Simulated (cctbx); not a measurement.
# BaCuSCl: precision against data quality

Space group P4/nmm (no. 129, origin choice 1), a = 4.4720 Å, b = 4.4720 Å, c = 9.5590 Å, α = 90.00°, β = 90.00°, γ = 90.00°.

```
atom  mult.    x  y       z  Ueq (Å²)
 Ba1      2  1/2  0  0.1781    0.0083
 Cu1      2    0  0     1/2    0.0143
 Cl1      2    0  0       0    0.0170
  S1      2  1/2  0  0.6437    0.0179
```

This is a model crystal, built by substitution and not relaxed, with assumed displacement parameters.

Five simulated data sets (cctbx; Ag Kα, λ = 0.56087 Å; 4 % proportional error) differ in resolution or exposure (noise floor 2 counts in the first three, 8 in the last two). Each is refined with the right model, isotropic at 1.1 Å and anisotropic otherwise. How do the figures of merit and the uncertainties move?

| d min (Å) | top counts | ⟨I/σ⟩ (unmerged, absences included) | unique | param. (scale apart) | Rint | R1 | GooF | largest s.u. xyz (fractional) | s.u. U of S1 (Å²) | largest error (Å) |
| --- | --- | --- | --- | --- | --- | --- | --- | --- | --- | --- |
| 1.1 | 70000 | 20.4 | 63 | 6 | 0.029 | 0.0096 | 1.06 | 0.00019 | 0.0005 | 0.0003 |
| 0.84 | 70000 | 20.6 | 128 | 10 | 0.031 | 0.0071 | 0.97 | 0.00010 | 0.0003 | 0.0011 |
| 0.6 | 70000 | 18.1 | 321 | 10 | 0.033 | 0.0075 | 0.89 | 0.00005 | 0.0001 | 0.0009 |
| 0.75 | 300 | 1.7 | 172 | 10 | 0.332 | 0.0727 | 0.97 | 0.00140 | 0.0043 | 0.0057 |
| 0.75 | 3000 | 7.7 | 172 | 10 | 0.067 | 0.0184 | 0.98 | 0.00029 | 0.0007 | 0.0016 |

The number of reflections grows roughly as 1/d³: 63, 128 and 321 here. R1 follows the noise rather than the truth: at 300 counts it is 0.0727, at 3000 counts 0.0184, while GooF is 0.97 and 0.98: the weights 1/σ² carry the noise. The s.u. of U (U11 where anisotropic) for S1 goes 0.0005, 0.0003, 0.0001 Å² with resolution and 0.0043, 0.0007 Å² with exposure.

Hardware for the 0.6 Å refinement: 0.49 s on 1 thread of Arm Neoverse N1 (shared host), peak memory 0.09 GiB.

[Logs are printed without paths, hosts, clocks, repeated set-up lines and the standing remarks that a program may print on its own settings, such as how far it seeks lower states.]
